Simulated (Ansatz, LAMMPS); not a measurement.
# Relaxing glassy Ga2O3 (175 atoms), part 2 of 3

Wanted: the relaxed structure of glassy Ga2O3 (175 atoms) and its electronic structure.

Ansatz 0.2.0; Kohn-Sham DFT, PBEsol, PAW (set soft_2), plane waves.

The cell: 70 Ga and 105 O. The quench rate of 20 K/ps is orders of magnitude faster than experiment. The network of bonds at the start is that of the classical potential that made the cell. The Brillouin zone is sampled at Γ only, in a cell whose shortest periodic width is 13 Å.

So far. Step 3 (Single point at the start): Neighbours are counted within 2.50 Å (O-Ga).

**4. Relaxation**

With the cell held, the atoms are moved downhill towards a nearby minimum.

File input.yaml:

```yaml
crystal:
  lattice:
    - [12.9467, 0.0, 0.0]
    - [0.0, 12.9467, 0.0]
    - [0.0, 0.0, 12.9467]
  atoms:
    [... the 175 atom lines of step 3 ...]
kpoints:
  mp_grid: { grid: [1, 1, 1] }
hamiltonian:
  xc: pbesol
scf:
  occupations: { method: fermi_dirac, width: 0.025 }
output:
  forces: true
relax:
  f_tol: 0.05
  max_steps: 116
```

On the command line:

```console
> ansatz run input.yaml --threads 4 --pin off --max-ram 8192MiB --backend cpu --events-out ev --progress --plain --runs-dir out
```

Numbers of over 12 decimals in the logs are rounded to 6 here.

The program printed:

```text
[...]
Crystal: 175 atoms, lattice volume = 2170.088 Å³
Basis set: ecut = 420 eV, 42499 PW (Γ), exchange–correlation on 180×180×180 points (8 copies of the dense FFT grid, shifted against one another)
Bands: 945, of which v1, the nominal top of the filled ones, is band 770 counted from 1 (769 counted from 0)
Symmetry: 1 space group operations
[...]
k-points: 1
[...]
SCF iter   1: F=—  HF=-320937.539836 eV  |F-HF|=—  |Δ(HF+E_count)|=         —  Δρ=1.56e-2  dr2=4.25e0  ethr=1.77e-3  ⟨swp⟩=6.0  Hψ=3070  notcnv=0  defer=166
[...]
SCF iter   7: F=-320936.326771 eV  HF=-320936.326792 eV  |F-HF|=2.14e-5  |Δ(HF+E_count)|=   8.43e-5  Δρ=5.14e-5  dr2=5.71e-5  ethr=4.06e-9  ⟨swp⟩=2.0  Hψ=3188  notcnv=0
SCF 1 converged in 7 iterations: F = -320936.326771 eV  dr2 = 5.71e-5
[...]
relax step   1: F+E_penalty+E_count = -320936.32677105 eV  Δ(F+E_penalty+E_count) = +0.000e0 eV  max|allowed force component| = 3.218e0 eV/Å  Δτ_max = 0.0000 Å  (7 SCF iters, dr2 threshold 6.25e-5 eV, accepted)
[...]
relax step   2: F+E_penalty+E_count = -320942.99286166 eV  Δ(F+E_penalty+E_count) = -6.666e0 eV  max|allowed force component| = 1.591e0 eV/Å  Δτ_max = 0.1838 Å  (8 SCF iters, dr2 threshold 1.00e-4 eV, accepted)
[...]
relax step   3: F+E_penalty+E_count = -320947.25105565 eV  Δ(F+E_penalty+E_count) = -4.258e0 eV  max|allowed force component| = 5.904e-1 eV/Å  Δτ_max = 0.2000 Å  (8 SCF iters, dr2 threshold 1.00e-4 eV, accepted)
relax step   4: F+E_penalty+E_count = -320948.79009226 eV  Δ(F+E_penalty+E_count) = -1.539e0 eV  max|allowed force component| = 5.577e-1 eV/Å  Δτ_max = 0.2000 Å  (8 SCF iters, dr2 threshold 4.80e-5 eV, accepted)
relax step   5: F+E_penalty+E_count = -320949.65332382 eV  Δ(F+E_penalty+E_count) = -8.632e-1 eV  max|allowed force component| = 3.192e-1 eV/Å  Δτ_max = 0.2000 Å  (8 SCF iters, dr2 threshold 4.29e-5 eV, accepted)
relax step   6: F+E_penalty+E_count = -320950.21087071 eV  Δ(F+E_penalty+E_count) = -5.575e-1 eV  max|allowed force component| = 5.569e-1 eV/Å  Δτ_max = 0.1989 Å  (8 SCF iters, dr2 threshold 3.34e-5 eV, accepted)
relax step   7: F+E_penalty+E_count = -320950.63870336 eV  Δ(F+E_penalty+E_count) = -4.278e-1 eV  max|allowed force component| = 3.112e-1 eV/Å  Δτ_max = 0.2000 Å  (7 SCF iters, dr2 threshold 1.00e-4 eV, accepted)
relax step   8: F+E_penalty+E_count = -320950.91404795 eV  Δ(F+E_penalty+E_count) = -2.753e-1 eV  max|allowed force component| = 2.199e-1 eV/Å  Δτ_max = 0.2000 Å  (7 SCF iters, dr2 threshold 3.02e-5 eV, accepted)
relax step   9: F+E_penalty+E_count = -320951.17479056 eV  Δ(F+E_penalty+E_count) = -2.607e-1 eV  max|allowed force component| = 2.790e-1 eV/Å  Δτ_max = 0.1951 Å  (7 SCF iters, dr2 threshold 1.51e-5 eV, accepted)
relax step  10: F+E_penalty+E_count = -320951.43252759 eV  Δ(F+E_penalty+E_count) = -2.577e-1 eV  max|allowed force component| = 3.569e-1 eV/Å  Δτ_max = 0.1952 Å  (7 SCF iters, dr2 threshold 3.89e-5 eV, accepted)
relax step  11: F+E_penalty+E_count = -320951.66341407 eV  Δ(F+E_penalty+E_count) = -2.309e-1 eV  max|allowed force component| = 1.260e-1 eV/Å  Δτ_max = 0.2000 Å  (7 SCF iters, dr2 threshold 1.00e-4 eV, accepted)
relax step  12: F+E_penalty+E_count = -320951.78137912 eV  Δ(F+E_penalty+E_count) = -1.180e-1 eV  max|allowed force component| = 2.759e-1 eV/Å  Δτ_max = 0.2000 Å  (10 SCF iters, accepted)
relax step  13: F+E_penalty+E_count = -320951.78386931 eV  Δ(F+E_penalty+E_count) = -2.490e-3 eV  max|allowed force component| = 6.112e-1 eV/Å  Δτ_max = 0.1956 Å  (7 SCF iters, dr2 threshold 9.49e-6 eV, accepted)
relax step  14: F+E_penalty+E_count = -320951.94724346 eV  Δ(F+E_penalty+E_count) = -1.634e-1 eV  max|allowed force component| = 1.520e-1 eV/Å  Δτ_max = 0.2000 Å  (7 SCF iters, dr2 threshold 1.00e-4 eV, accepted)
relax step  15: F+E_penalty+E_count = -320952.06990698 eV  Δ(F+E_penalty+E_count) = -1.227e-1 eV  max|allowed force component| = 1.736e-1 eV/Å  Δτ_max = 0.2000 Å  (12 SCF iters, accepted)
relax step  16: F+E_penalty+E_count = -320952.17917532 eV  Δ(F+E_penalty+E_count) = -1.093e-1 eV  max|allowed force component| = 1.140e-1 eV/Å  Δτ_max = 0.2000 Å  (11 SCF iters, accepted)
relax step  17: F+E_penalty+E_count = -320952.16288043 eV  Δ(F+E_penalty+E_count) = +1.629e-2 eV  max|allowed force component| = 2.344e-1 eV/Å  Δτ_max = 0.0982 Å  (8 SCF iters, dr2 threshold 5.61e-6 eV, rejected (line search))
relax step  18: F+E_penalty+E_count = -320952.20896760 eV  Δ(F+E_penalty+E_count) = -2.979e-2 eV  max|allowed force component| = 6.371e-2 eV/Å  Δτ_max = 0.0491 Å  (9 SCF iters, accepted)
relax step  19: F+E_penalty+E_count = -320952.23476154 eV  Δ(F+E_penalty+E_count) = -2.579e-2 eV  max|allowed force component| = 1.348e-1 eV/Å  Δτ_max = 0.1000 Å  (9 SCF iters, accepted)
relax step  20: F+E_penalty+E_count = -320952.25674294 eV  Δ(F+E_penalty+E_count) = -2.198e-2 eV  max|allowed force component| = 2.592e-1 eV/Å  Δτ_max = 0.1471 Å  (8 SCF iters, dr2 threshold 5.67e-6 eV, accepted)
relax step  21: F+E_penalty+E_count = -320952.31184422 eV  Δ(F+E_penalty+E_count) = -5.510e-2 eV  max|allowed force component| = 1.348e-1 eV/Å  Δτ_max = 0.2000 Å  (7 SCF iters, dr2 threshold 6.72e-5 eV, accepted)
relax step  22: F+E_penalty+E_count = -320952.36224549 eV  Δ(F+E_penalty+E_count) = -5.040e-2 eV  max|allowed force component| = 1.896e-1 eV/Å  Δτ_max = 0.2000 Å  (7 SCF iters, dr2 threshold 4.92e-6 eV, accepted)
relax step  23: F+E_penalty+E_count = -320952.39831746 eV  Δ(F+E_penalty+E_count) = -3.607e-2 eV  max|allowed force component| = 2.709e-1 eV/Å  Δτ_max = 0.1148 Å  (6 SCF iters, dr2 threshold 9.73e-6 eV, accepted)
relax step  24: F+E_penalty+E_count = -320952.42694142 eV  Δ(F+E_penalty+E_count) = -2.862e-2 eV  max|allowed force component| = 4.788e-1 eV/Å  Δτ_max = 0.1920 Å  (6 SCF iters, dr2 threshold 7.34e-5 eV, accepted)
relax step  25: F+E_penalty+E_count = -320952.44963988 eV  Δ(F+E_penalty+E_count) = -2.270e-2 eV  max|allowed force component| = 2.179e-1 eV/Å  Δτ_max = 0.1422 Å  (7 SCF iters, dr2 threshold 1.00e-4 eV, accepted)
relax step  26: F+E_penalty+E_count = -320952.47029911 eV  Δ(F+E_penalty+E_count) = -2.066e-2 eV  max|allowed force component| = 1.734e-1 eV/Å  Δτ_max = 0.0627 Å  (6 SCF iters, dr2 threshold 9.83e-6 eV, accepted)
relax step  27: F+E_penalty+E_count = -320952.47851421 eV  Δ(F+E_penalty+E_count) = -8.215e-3 eV  max|allowed force component| = 3.934e-2 eV/Å  Δτ_max = 0.0320 Å  (6 SCF iters, dr2 threshold 6.23e-6 eV, accepted)
[...]
relax step  28: F+E_penalty+E_count = -320952.47851488 eV  Δ(F+E_penalty+E_count) = -6.637e-7 eV  max|allowed force component| = 3.942e-2 eV/Å  Δτ_max = 0.0000 Å  (4 SCF iters, accepted)
SCF converged after 4 iterations
Free energy (F): -320952.478515 eV
[...]
Internal energy: -320952.478515 eV  (E = F + TS)
E sigma→0 (E₀):  -320952.478515 eV
Fermi energy:    6.947800 eV
[...]
--- Forces (eV/Å), atoms counted from 1 ---
  atom   1  Ga     0.00266597    -0.00211796    -0.00294534
  atom   2  Ga    -0.03394118     0.01728534    -0.00720205
  atom   3  Ga    -0.00038851     0.00317165     0.00801322
  atom   4  Ga     0.00804824    -0.00291497    -0.01604355
  atom   5  Ga    -0.00225629    -0.00571178     0.00412943
  atom   6  Ga     0.00215862    -0.00574223    -0.01591108
  atom   7  Ga     0.00208529     0.00204844     0.01133956
  atom   8  Ga     0.00041173     0.00684853    -0.01525624
  atom   9  Ga    -0.00907600    -0.00192530     0.00079741
  atom  10  Ga     0.00684245     0.00386494     0.00116693
  atom  11  Ga     0.00821370    -0.00914396    -0.00711132
  atom  12  Ga    -0.00630625     0.00868496    -0.01021352
  atom  13  Ga     0.01155268    -0.00654907     0.00014274
  atom  14  Ga     0.00386357    -0.00321727    -0.00649301
[...]
atom 174  O      0.00302892    -0.01057751     0.00071123
  atom 175  O      0.00347186    -0.00600873    -0.00424213
  max |Σ_I F_I| component: 7.30e-5 eV/Å
--- Relaxed structure (28 steps of the walk, 27 accepted, 0 SCFs on fresh bases) ---
  F+E_penalty+E_count = -320952.47851488 eV   max|allowed force component| = 3.942e-2 eV/Å
  atoms:
    - { symbol: Ga, position: [0.786016, 0.675882, 0.703421] }
    - { symbol: Ga, position: [0.471864, 0.779594, -0.00863004] }
    - { symbol: Ga, position: [0.551400, 0.558058, 0.530042] }
    - { symbol: Ga, position: [0.955622, 0.453903, 0.631184] }
[...]
- { symbol: O, position: [0.637248, 0.493586, 0.626489] }
```

Run time: 9.1 min. Hardware: 4 threads of AMD EPYC 9R45, shared host; peak memory 4.6 GiB; 35 min of CPU time.

The steps of the relaxation (22 of 28):

```
step  energy less that of the first step (eV)  largest force component (eV/Å)
   1                                   0.0000                          3.2179
   2                                  -6.6661                          1.5905
   4                                 -12.4633                          0.5577
   5                                 -13.3266                          0.3192
   6                                 -13.8841                          0.5569
   7                                 -14.3119                          0.3112
   9                                 -14.8480                          0.2790
  10                                 -15.1058                          0.3569
  11                                 -15.3366                          0.1260
  13                                 -15.4571                          0.6112
  14                                 -15.6205                          0.1520
  15                                 -15.7431                          0.1736
  16                                 -15.8524                          0.1140
  18                                 -15.8822                          0.0637
  19                                 -15.9080                          0.1348
  20                                 -15.9300                          0.2592
  22                                 -16.0355                          0.1896
  23                                 -16.0715                          0.2709
  24                                 -16.1002                          0.4788
  25                                 -16.1229                          0.2179
  27                                 -16.1517                          0.0393
  28                                 -16.1517                          0.0394
```

Relaxation step 17 was tried and not accepted.

The atoms that moved most (Å):

```
atom      dx      dy      dz  length
Ga13  -0.078  -1.615  -0.376   1.660
O129   0.783   0.982   0.432   1.328
O108   0.217   0.882  -0.059   0.910
O133  -0.709  -0.129  -0.551   0.907
O138   0.124  -0.843   0.046   0.853
Ga66   0.571  -0.494  -0.176   0.775
O124  -0.211  -0.705   0.173   0.755
O101   0.735  -0.107   0.104   0.751
```

The relaxation changed the energy by -92.3 meV/atom, and atoms moved by 0.46 Å r.m.s., 1.7 Å at most.

**5. Distances and neighbours after relaxation**

Bonds before and after, by the cutoffs listed below:

```
pair  bonds before  bonds after  mean before (Å)  mean after (Å)  spread before (Å)  spread after (Å)
O-Ga           370          333            2.043           1.956              0.121             0.089
```

Density 5.02 g/cm³, 12.40 Å³ an atom.

g(r), total and by pair (bins of 0.1 Å):

```
r (Å)  total   O-O  O-Ga  Ga-Ga
 1.65   0.00  0.00  0.00   0.00
 1.75   0.14  0.00  0.30   0.00
 1.85   2.81  0.00  5.86   0.00
 1.95   4.72  0.00  9.82   0.00
 2.05   1.68  0.00  3.49   0.00
 2.15   0.40  0.00  0.82   0.00
 2.25   0.09  0.00  0.19   0.00
 2.35   0.04  0.00  0.09   0.00
 2.45   0.15  0.20  0.16   0.00
 2.55   0.66  1.53  0.22   0.00
 2.65   0.93  2.41  0.10   0.10
 2.75   0.97  2.28  0.18   0.37
 2.85   1.48  2.96  0.37   1.46
 2.95   1.52  2.81  0.35   2.11
 3.05   1.36  2.32  0.43   1.97
 3.15   1.19  1.64  0.47   2.34
 3.25   1.21  1.37  0.49   3.02
 3.35   1.25  1.12  0.71   3.15
 3.45   1.21  1.00  0.95   2.48
 3.55   0.97  0.75  0.97   1.51
 3.65   1.01  0.59  1.27   1.22
 3.75   0.91  0.65  1.07   1.06
 3.85   0.96  0.70  1.27   0.62
 3.95   0.97  0.60  1.25   0.95
 4.05   0.85  0.65  1.12   0.48
 4.15   0.88  0.40  1.42   0.33
 4.25   0.73  0.40  1.11   0.35
 4.35   0.99  0.49  1.51   0.52
 4.45   1.04  0.58  1.49   0.75
 4.55   1.09  0.54  1.72   0.41
 4.65   1.06  1.06  1.25   0.52
 4.75   1.16  0.98  1.44   0.75
 4.85   1.04  1.12  1.09   0.75
 4.95   1.07  1.28  1.05   0.69
 5.05   0.94  1.25  0.70   0.96
 5.15   1.09  1.43  0.83   1.09
 5.25   0.94  1.20  0.73   0.97
 5.35   0.94  1.23  0.63   1.23
 5.45   1.05  1.67  0.66   0.85
 5.55   0.99  1.32  0.62   1.38
 5.65   0.99  1.33  0.66   1.24
 5.75   0.98  1.28  0.72   1.09
 5.85   0.97  0.87  0.89   1.42
 5.95   0.85  0.95  0.72   1.02
```

Bonds by pair of elements; cutoffs follow the first minimum of g(r), held within bounds set by covalent radii, and pairs that aren't listed don't count as bonded:

```
pair A-B  cutoff (Å)  bonds  mean length (Å)  spread (Å)  shortest (Å)  B about A  A about B
    O-Ga        2.38    333             1.96       0.089          1.79       3.17       4.76
```

How many atoms have how many bonded neighbours:

```
element  mean  2   3   4   5  6
     Ga  4.76  0   0  23  41  6
      O  3.17  3  81  21   0  0
```

Bond angles, per cent of each kind in bins of 5°:

```
angle (°)  O-Ga-O  Ga-O-Ga
    70–75     0.3      0.0
    75–80     5.2      0.0
    80–85    13.8      0.5
    85–90    11.9      4.0
    90–95    11.4     10.5
   95–100    11.0     14.0
  100–105     7.4      9.1
  105–110     6.3      7.0
  110–115     5.5     12.4
  115–120     3.8     11.6
  120–125     3.8      8.3
  125–130     2.7      7.0
  130–135     2.0      4.0
  135–140     1.2      4.0
  140–145     1.2      3.2
  145–150     1.7      1.3
  150–155     1.2      1.9
  155–160     1.4      0.3
  160–165     3.1      0.5
  165–170     2.4      0.3
  170–175     2.0      0.0
  175–180     0.6      0.0
```

Bond angles (no mean is given where the spread exceeds 20°):

```
  angle  count  mean (°)  spread (°)
 O-Ga-O    638         -           -
Ga-O-Ga    372       113        16.8
```

Oxygen atoms by the number of network formers (Si, P, Ge, B, Al, As, Ga) bound to them:

```
network formers bound to O  O atoms  per cent
                         0        0         0
                         1        0         0
                         2        3       2.9
                         3       81      77.1
                         4       21        20
```

Network units: each former by its oxygen neighbours and how many of them bridge to another former:

```
former  O neighbours  bridging O  atoms
    Ga             4           4     23
    Ga             5           5     41
    Ga             6           6      6
```

Bond length by coordination (bonds to H left out):

```
element  coordination  atoms  mean bond length (Å)
     Ga             4     23                  1.89
     Ga             5     41                  1.97
     Ga             6      6                  2.02
      O             2      3                  1.83
      O             3     81                  1.93
      O             4     21                  2.03
```

Rings of the network by King's shortest-path rule, up to 12 atoms, one path for each pair of neighbours; H, halogens, alkali and alkaline-earth atoms are left out, and the last column divides by all other atoms, bonded or not:

```
ring size (atoms)  rings  per network atom
                4     66             0.377
                6    156             0.891
                8    172             0.983
               10     17             0.097
               12      1             0.006
```

First main peaks of g(r), for some of the pairs, lie near 1.9 Å (O-Ga). Counting bonds as in the table, 59 % of Ga atoms have 5 and 77 % of O atoms have 3 bonded neighbours. 3 % of the oxygens bridge two formers (Ga) and 0 % are non-bridging; 77 % join three; 20 % join four. The commonest Ga unit has 5 oxygens, 5 of them shared with other formers (41 of 70 atoms). Bonds at O atoms with 2 neighbours average 1.83 Å, against 2.03 Å at those with 4. Rings of 8 atoms are the most common (42 % of those counted); sizes run from 4 to 12, where the search stops.

(Continued in part 3 of 3.)

[Logs are printed without paths, hosts, clocks, repeated set-up lines and the standing remarks that a program may print on its own settings, such as how far it seeks lower states.]

[Hosts, paths, dates, database ids (printed as entryN), source tags and the programs' standing remarks are cut or masked in the printed files.]
